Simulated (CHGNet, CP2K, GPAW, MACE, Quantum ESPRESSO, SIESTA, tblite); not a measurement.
# TiSi2(101) slab (72 atoms) in GPAW

How do the settings of GPAW change the result for TiSi2(101) slab (72 atoms)? A plane-wave run serves as the yardstick.

Calculated with GPAW 26.7.0; the method is named at each step.

The database entry behind the starting cell is an old determination (1939), so it need not match the best structure at ambient conditions.

## (1) The structure

The cell holds 72 atoms: 24 Ti and 48 Si. Cell: a = 8.236 Å, b = 9.768 Å, c = 24.411 Å, α = 90.0°, β = 90.0°, γ = 90.0°. It derives from TiSi2 (Fddd (measured, COD)). Fddd (COD entry) TiSi2 (cell 4.773, 8.236, 8.523, 90, 90, 90), (101) slab of 3 repeat layers, 1 x 1 surface cells, 14 Å of vacuum; atoms within 3.5 Å of the bottom held; every coordinate displaced by a Gaussian of 0.03 Å. Then every atom was moved at random, 0.02 Å r.m.s. a Cartesian component. Vacuum lies along c.

The yardstick, on the same geometry:

| Item | Value |
| --- | --- |
| method | Kohn-Sham DFT, PBE, SSSP efficiency 1.3.0 pseudopotentials, plane waves (Quantum ESPRESSO 7.5); sssp-pbe-1.3.0-efficiency, cutoffs 45/360 Ry, Γ point |
| r.m.s. force component | 0.4693 eV/Å |
| longest force | 2.126 eV/Å |
| time | 5.7 min on 4 MPI ranks of Arm Neoverse V2, shared host |
| CPU time | 23 min |

## (2) PBE, LCAO sz(dzp), h 0.2 Å

Method: Kohn-Sham DFT, PBE, PAW, atomic orbitals (sz(dzp)).

Contents of run.py:

```python
import numpy as np
from ase.io import read
from gpaw import GPAW, FermiDirac

atoms = read("structure.xyz")
atoms.calc = GPAW(
    mode="lcao",
    basis="sz(dzp)",
    h=0.2,
    xc="PBE",
    kpts={"size": (1, 1, 1), "gamma": True},
    occupations=FermiDirac(0.05),
    maxiter=200,
    symmetry={"point_group": False},
    txt="gpaw.txt",
)
energy = atoms.get_potential_energy(force_consistent=True)
forces = atoms.get_forces()
print(f"energy {energy:.6f} eV")
print("forces (eV/A)")
for i, (a, f) in enumerate(zip(atoms, forces)):
    print(f"{i:4d} {a.symbol:2s} {f[0]:10.5f} {f[1]:10.5f} {f[2]:10.5f}")
print(f"Fermi level {atoms.calc.get_fermi_level():.4f} eV")
for k in range(len(atoms.calc.get_ibz_k_points())):
    for s in range(atoms.calc.get_number_of_spins()):
        e = atoms.calc.get_eigenvalues(kpt=k, spin=s)
        n = np.searchsorted(e, atoms.calc.get_fermi_level())
        print(f"k {k} spin {s} levels about the Fermi level:", np.round(e[max(n - 6, 0):n], 4).tolist(), "|", np.round(e[n:n + 6], 4).tolist())
```

Contents of structure.xyz:

```xyz
72
Lattice="8.23600 0.00000 0.00000 0.00000 9.76847 0.00000 0.00000 0.00000 24.41112" Properties=species:S:1:pos:R:3 pbc="T T T"
Ti 2.04788 2.42151 6.99379
Ti 6.16934 1.27586 9.02919
Ti 2.07868 7.36220 6.98939
Ti 6.14850 6.19819 9.05848
Ti 0.03385 8.61003 9.12683
Ti 4.05607 9.74131 7.01991
Ti 0.00239 3.74719 9.07337
Ti 4.08794 4.89576 6.99159
Si 4.76650 2.49116 6.99525
Si 3.43425 1.29803 9.09241
Si 4.84763 7.37119 7.00257
Si 3.45467 6.21275 9.05164
Si 5.44762 8.62507 9.08680
Si 6.86380 0.03849 7.01234
Si 5.48724 3.78167 9.09387
Si 6.89254 4.88746 7.03187
Si 0.68145 6.15716 9.12976
Si 7.61591 7.33153 6.99769
Si 0.70154 1.31181 9.11780
Si 7.57144 2.47934 7.00404
Si 1.37772 4.89811 6.96547
Si 2.72266 3.81332 9.08924
Si 1.36396 0.03565 6.98939
Si 2.71541 8.65272 9.12292
Ti 2.05620 0.19224 11.16369
Ti 6.18128 8.83890 13.26159
Ti 2.07663 4.95711 11.08436
Ti 6.22114 3.88092 13.18200
Ti 0.04299 6.31766 13.22839
Ti 4.17870 7.47640 11.14026
Ti 8.20075 1.47064 13.19299
Ti 4.16165 2.56461 11.12732
Si 4.80324 0.16079 11.17028
Si 3.43779 8.75636 13.22839
Si 4.71980 5.01836 11.19592
Si 3.41638 3.83813 13.18396
Si 5.50445 6.29685 13.25670
Si 6.87558 7.44348 11.10145
Si 5.49778 1.42883 13.24523
Si 6.83539 2.57614 11.19616
Si 0.73531 3.89733 13.31944
Si 7.56584 4.95388 11.24181
Si 0.64875 8.80344 13.27794
Si 7.56477 0.17417 11.20031
Si 1.34807 2.59392 11.16101
Si 2.78962 1.44866 13.24840
Si 1.40391 7.40958 11.24254
Si 2.66830 6.27292 13.23620
Ti 2.01642 7.56568 15.30406
Ti 6.20830 6.35595 17.36802
Ti 2.07803 2.65448 15.36314
Ti 6.18244 1.54693 17.43540
Ti 0.03204 3.98456 17.38389
Ti 4.15704 5.13665 15.28844
Ti 8.21467 8.83832 17.36949
Ti 4.06760 0.25945 15.31529
[... 12 atom lines left out ...]
Si 1.39485 0.19771 15.36265
Si 2.68205 8.90035 17.45639
Si 1.30178 5.12493 15.26183
Si 2.76828 4.02744 17.41904
```

Command:

```sh
OMP_NUM_THREADS=1 python run.py > output.txt
```

Log:

```text
energy -383.838315 eV
forces (eV/A)
   0 Ti   -0.10850    0.90803   -0.39899
   1 Ti   -0.29779    1.14221    1.03994
   2 Ti   -0.33071    0.09368   -0.21454
   3 Ti    0.30653    0.26014    0.26582
   4 Ti   -0.28594    0.72997   -0.23590
   5 Ti    0.70537    1.02712   -0.86969
   6 Ti    0.20062    0.32350    0.44645
   7 Ti    0.64489    0.67446   -0.70954
   8 Si   -0.04925   -0.40504   -1.00898
   9 Si   -0.13500    0.51348   -0.15563
  10 Si   -0.26855   -0.35282   -1.34724
  11 Si   -0.18019    0.25862    0.12958
  12 Si    0.34423    0.06105   -0.08952
  13 Si   -0.25681   -0.62247   -1.61002
  14 Si    0.00569   -0.67874   -0.02580
  15 Si   -0.52817   -0.04975   -1.67926
  16 Si    0.12137    0.17123   -0.40704
  17 Si    0.20613    0.06818   -1.27530
  18 Si   -0.08405   -0.23775   -0.43387
  19 Si    0.31073   -0.30112   -1.53861
  20 Si   -0.01388    0.10698   -0.89959
  21 Si    0.32226   -0.97020   -0.91487
  22 Si   -0.19182   -0.36293   -0.87420
  23 Si    0.11721   -0.21517   -0.12538
[...]
64 Si    0.01842   -1.07162    1.29245
  65 Si    0.46078    0.59218   -0.15480
  66 Si    0.12900    0.80544    1.38558
  67 Si   -0.00766    0.22995   -0.13993
  68 Si   -0.42667    0.94739   -0.18729
  69 Si   -0.24136   -0.89201    1.09520
  70 Si    0.83287    0.06175    1.10978
  71 Si   -0.18045   -0.43147    1.09008
Fermi level 3.2352 eV
k 0 spin 0 levels about the Fermi level: [2.9767, 3.028, 3.0924, 3.1304, 3.1655, 3.2134] | [3.2565, 3.2602, 3.5281, 3.5693, 3.6249, 3.6745]
```

gpaw.txt:

```text
Input parameters:
  mode=LCAO(),
  basis={'default': 'sz(dzp)'},
  h=0.2,
  kpts=MonkhorstPack(size=(1, 1, 1), gamma=True),
  maxiter=200,
  occupations=Occupations(name='fermi-dirac', width=0.05, fixmagmom=False),
  symmetry=Symmetry(point_group=False),
  xc=XC(name='PBE')
Unit cell  # Å
| periodic |        x |        y |         z |   lengths |    angles |
|----------|----------|----------|-----------|-----------|-----------|
|      yes | 8.236000 | 0.000000 |  0.000000 |  8.236000 | 90.000000 |
|      yes | 0.000000 | 9.768470 |  0.000000 |  9.768470 | 90.000000 |
|      yes | 0.000000 | 0.000000 | 24.411120 | 24.411120 | 90.000000 |
Number of symmetries: 1
Symmetry operations  # r_c * U_cc + t_c -> r_c
|   | kind |            matrix            |
|---|------|------------------------------|
| 0 |  E   |  1, 0, 0,  0, 1, 0,  0, 0, 1 |
BZ-sampling:
  Number of BZ points: 1
  Number of IBZ points: 1
  Monkhorst-Pack size: [1, 1, 1]
  Monkhorst-Pack shift: [0, 0, 0]
[... lines left out ...]
  Fermi-Dirac:
[... lines left out ...]
xc functional:
  name: PBE with 2 nearest neighbor stencil
interpolation: tri-quintic # 5. degree polynomial
Initialization done in: 8.367 s
convergence criteria:
- Maximum [total energy] change in last 3 cyles: 0.0005 eV / valence electron
- Maximum integral of absolute [dens]ity change: 0.0001 electrons / valence electron
- Maximum integral of absolute [eigenst]ate change: 4e-08 eV^2 / valence electron
maximum number of iterations: 200
SCF iterations
|iter     |      energy | eigst |  dens |
|---------|-------------|-------|-------|
|iter:   1| -388.390182 |      c|       |
|iter:   2| -386.529987 |      c| -1.25 |
|iter:   3| -385.885749 |      c| -1.32 |
|iter:   4| -385.095876 |      c| -1.36 |
|iter:   5| -396.962419 |      c| -1.45 |
|iter:   6| -384.196663 |      c| -1.20 |
|iter:   7| -383.802956 |      c| -1.73 |
|iter:   8| -383.714377 |      c| -2.03 |
|iter:   9| -383.717720c|      c| -2.23 |
|iter:  10| -383.757293c|      c| -2.31 |
|iter:  11| -383.730284c|      c| -2.23 |
[...]
|iter:  19| -383.678092c|      c| -3.73 |
|iter:  20| -383.677706c|      c| -3.79 |
|iter:  21| -383.677727c|      c| -4.14c|
Converged in 21 steps
SCF loop duration: 166.195 s (7.914 s/step)
Energy contributions relative to reference atoms: (reference = -935920.866771)
Energy contributions:
  Kinetic:        1104.292398
  Coulomb:        -912.304561
  Zero:              2.749519
  External:          0.000000
  Xc:             -578.254494
  Entropy:          -0.321177
  Spinorbit:         0.000000
  ----------------------------
  Free energy:    -383.838315
  Extrapolated:   -383.677727
dipole moment: (-48.429406, -98.918074, -0.045742)  # |e|*Ang
Fermi level: 3.235
Eigenvalues  # (at kpt = [0.000, 0.000, 0.000])
| band index |      eig [eV] | occ [0-2] |
|------------|---------------|-----------|
|          0 |       -53.490 |     2.000 |
|        ... |               |           |
|        232 |         2.658 |     2.000 |
|        233 |         2.818 |     2.000 |
[...]
|        247 |         3.867 |     0.000 |
|        ... |               |           |
|        291 |         5.720 |     0.000 |
Gap: 0.043 eV
Transition (v -> c):
  (s=0, k=0, n=239, [0.00, 0.00, 0.00]) -> (s=0, k=0, n=240, [0.00, 0.00, 0.00])
No difference between direct/indirect transitions
Force computation time: 17.845  # s
timing:  # [seconds]
  Total:  192.433  # ━━━━━━━━━━━━━━━━━━━━━━━━━━━━━━━━━━━━━━━━━━━━━━━━━━━━━━━━
  Init:     8.366  # ━━╸
  SCF:    166.195  # ━━━━━━━━━━━━━━━━━━━━━━━━━━━━━━━━━━━━━━━━━━━━━━━━╸
  Forces:  17.845  # ━━━━━
```

It took 3.2 min on 1 thread of Arm Neoverse V2, shared host; peak memory 1.6 GiB.

Banners, paths, timers and routine set-up lines are dropped from the logs unmarked, and long logs keep their key lines alone; longer cuts are marked.

Numbers from this run, and their distance from the reference:

* r.m.s. force component: 0.6514 eV/Å
* r.m.s. difference of force components: 378.7 meV/Å
* longest difference of force vectors: 1534 meV/Å
* force difference over r.m.s. force: 80.7 %
* slope of forces against the reference's: 1.138
* correlation of force components: 0.8197

This is a coarse setting, run to see what it loses.

Length of the force difference by element (eV/Å):

```csv
element,atoms,mean,most
Si,48,0.60,1.5
Ti,24,0.28,0.43
```

Local excerpt of 11 atoms (numbers count through the whole input) about Ti27, which bears the longest force among the free atoms; x, y, z are measured from there.

```csv
atom,x,y,z,distance (Å),bonds,Fx,Fy,Fz (eV/Å)
Ti27,0.00,0.00,0.00,0.00,10,-0.75,1.10,1.82
Si22,0.65,-1.14,-2.00,2.39,10,0.32,-0.97,-0.91
Si45,-0.73,-2.36,0.08,2.47,10,0.14,-0.06,0.30
Si47,-0.67,2.45,0.16,2.55,10,-0.26,0.83,-0.55
Si48,0.59,1.32,2.15,2.59,10,1.08,0.27,-0.19
Si35,2.64,0.06,0.11,2.65,10,1.11,0.28,-0.18
Si17,-1.40,1.20,-1.95,2.68,10,0.12,0.17,-0.41
Si36,1.34,-1.12,2.10,2.73,10,0.27,0.43,0.55
Si42,-2.75,0.00,0.16,2.75,10,-0.03,0.57,-0.76
Si12,1.38,1.26,-2.03,2.76,10,-0.18,0.26,0.13
Si41,-1.34,-1.06,2.24,2.81,10,-0.31,-0.88,-1.26
```

Atoms are counted from 1 here, from 0 in the log.

Forces lie 81 % from the reference's, at 0.14 times its CPU time (on 1 against 4 cores).

## (3) PBE, LCAO dzp, h 0.2 Å, other mixer settings

Method: Kohn-Sham DFT, PBE, PAW, atomic orbitals (dzp).

Edit run.py of step 2 so:

```diff
@@ -2,3 +2,3 @@
 from ase.io import read
-from gpaw import GPAW, FermiDirac
+from gpaw import GPAW, FermiDirac, Mixer
 
@@ -7,3 +7,3 @@
     mode="lcao",
-    basis="sz(dzp)",
+    basis="dzp",
     h=0.2,
@@ -12,2 +12,3 @@
     occupations=FermiDirac(0.05),
+    mixer=Mixer(0.03, 7, 100),
     maxiter=200,
```

structure.xyz is that of step 2.

Log:

```text
energy -432.260590 eV
forces (eV/A)
   0 Ti    0.10066    0.71636   -0.30399
   1 Ti   -0.20562    1.11283    0.72204
   2 Ti   -0.10807   -0.04490   -0.13706
   3 Ti    0.35917    0.27122   -0.01028
   4 Ti   -0.35310    0.67181   -0.52598
   5 Ti    0.46786    0.80782   -0.73568
   6 Ti    0.15752    0.28708    0.13504
   7 Ti    0.39301    0.46253   -0.58143
   8 Si    0.08658   -0.37541    0.22150
   9 Si   -0.16106    0.26555   -0.25364
  10 Si   -0.07234   -0.29602   -0.02699
  11 Si   -0.17573    0.16738    0.05732
[...]
67 Si   -0.02645    0.20055    0.00859
  68 Si   -0.29464    0.74091    0.10946
  69 Si   -0.21922   -0.33767    0.00283
  70 Si    0.65937    0.03786    0.99378
  71 Si   -0.17395   -0.02129    0.18665
Fermi level 3.0990 eV
k 0 spin 0 levels about the Fermi level: [2.816, 2.8954, 2.9217, 2.9338, 3.0232, 3.0578] | [3.1418, 3.152, 3.3257, 3.4243, 3.4546, 3.4958]
```

gpaw.txt:

```text
Input parameters:
  mode=LCAO(),
  basis={'default': 'dzp'},
  h=0.2,
  kpts=MonkhorstPack(size=(1, 1, 1), gamma=True),
  maxiter=200,
  mixer=Pulay(name='pulay', nmaxold=7, beta=0.03, weight=100, sigma=0.015, g_ss=None),
  occupations=Occupations(name='fermi-dirac', width=0.05, fixmagmom=False),
[... lines left out ...]
  Fermi-Dirac:
[... lines left out ...]
convergence criteria:
- Maximum [total energy] change in last 3 cyles: 0.0005 eV / valence electron
[... lines left out ...]
Converged in 27 steps
[... lines left out ...]
  Free energy:    -432.260590
[... lines left out ...]
Fermi level: 3.099
[... lines left out ...]
|          0 |       -53.705 |     2.000 |
|        ... |               |           |
|        232 |         2.640 |     2.000 |
|        233 |         2.702 |     1.999 |
[...]
|        247 |         3.691 |     0.000 |
|        ... |               |           |
|        291 |         5.590 |     0.000 |
Gap: 0.084 eV
Transition (v -> c):
  (s=0, k=0, n=239, [0.00, 0.00, 0.00]) -> (s=0, k=0, n=240, [0.00, 0.00, 0.00])
No difference between direct/indirect transitions
Force computation time: 69.184  # s
timing:  # [seconds]
  Total:  844.500  # ━━━━━━━━━━━━━━━━━━━━━━━━━━━━━━━━━━━━━━━━━━━━━━━━━━━━━━━━
  Init:    11.782  # ━
  SCF:    763.502  # ━━━━━━━━━━━━━━━━━━━━━━━━━━━━━━━━━━━━━━━━━━━━━━━━━━╸
  Forces:  69.184  # ━━━━╸
```

The job ended after 14 min (1 thread; peak memory 1.9 GiB).

Numbers from this run, and their distance from the reference:

| Item | Value |
| --- | --- |
| r.m.s. force component | 0.4926 eV/Å |
| r.m.s. difference of force components | 44.91 meV/Å |
| longest difference of force vectors | 161.4 meV/Å |
| force difference over r.m.s. force | 9.57 % |
| slope of forces against the reference's | 1.046 |
| correlation of force components | 0.9968 |

Against the first run (81 %), the force difference from the reference is 9.6 %, at 4.4 times the CPU time.

## (4) Side by side

Differences are against the plane-wave reference, forces as r.m.s. over components; share is that over the reference's r.m.s. force, slope the least-squares factor from reference forces to these. Total energies of different programs have different zeros and aren't compared.

```
                                              run  Δ force, r.m.s. (meV/Å)  share (%)  slope  cores  CPU time  memory (GiB)
                                        reference                        -          -      -      4    23 min           5.1
         GPAW PBE, LCAO sz(dzp), h 0.2 Å (coarse)                      379       80.7  1.138      1   3.2 min           1.6
GPAW PBE, LCAO dzp, h 0.2 Å, other mixer settings                     44.9       9.57  1.046      1    14 min           1.9
```

Rows marked coarse were listed beforehand as settings not expected to be converged; some can still land near the reference.

CPU time is summed over cores on a shared host, where runs went side by side, so it is rough. Symmetry, cutoffs, thresholds, outputs and thread counts weren't matched or tuned between programs; memory under MPI is the largest rank's times the ranks.

A second geometry, displaced anew (every atom was moved at random, 0.06 Å r.m.s. a Cartesian component), gives an energy difference that all programs can be tested on. The reference puts it at 33.88 meV/atom.

```
                                              run  energy less the first geometry's (meV/atom)  error (meV/atom)  force share at the second geometry (%)
                  GPAW PBE, LCAO sz(dzp), h 0.2 Å                                        41.54              7.66                                    53.6
GPAW PBE, LCAO dzp, h 0.2 Å, other mixer settings                                        35.44              1.56                                    7.03
```

Further runs of this program without a result: GPAW PBE, LCAO dzp, h 0.2 Å (cut off at its time limit).

## (5) Outcome

* nearest in forces: GPAW PBE, LCAO dzp, h 0.2 Å, other mixer settings, 9.6 %
* its CPU time: 14 min

What this shows: The PBE run in local orbitals, coarse settings apart, differs by 9.6 % (GPAW PBE, LCAO dzp, h 0.2 Å, other mixer settings); basis, grid and potentials can all enter. Runs with settings chosen to be coarse differ by 81 % (GPAW PBE, LCAO sz(dzp), h 0.2 Å), their programs' other errors included. One electronic-structure run takes under half the reference's CPU time: GPAW PBE, LCAO sz(dzp), h 0.2 Å, at 81 % in 3.2 min against 23 min, too far off to be of use. The energy difference between the two geometries, 33.9 meV/atom in the reference, is met best by GPAW PBE, LCAO dzp, h 0.2 Å, other mixer settings (+1.56) and worst by GPAW PBE, LCAO sz(dzp), h 0.2 Å (coarse) (+7.66). The electronic-structure runs sample only Γ, in a cell whose shortest periodic width is 8 Å, which is coarse for a cell with partly filled levels.

[Also dropped from logs without a mark: logging warnings of Python, and SIESTA's first energy breakdown and zero terms.]

[Logs are printed without paths, hosts, clocks, repeated set-up lines and the standing remarks that a program may print on its own settings, such as how far it seeks lower states.]

[Hosts, paths, dates, database ids (printed as entryN), source tags and the programs' standing remarks are cut or masked in the printed files.]
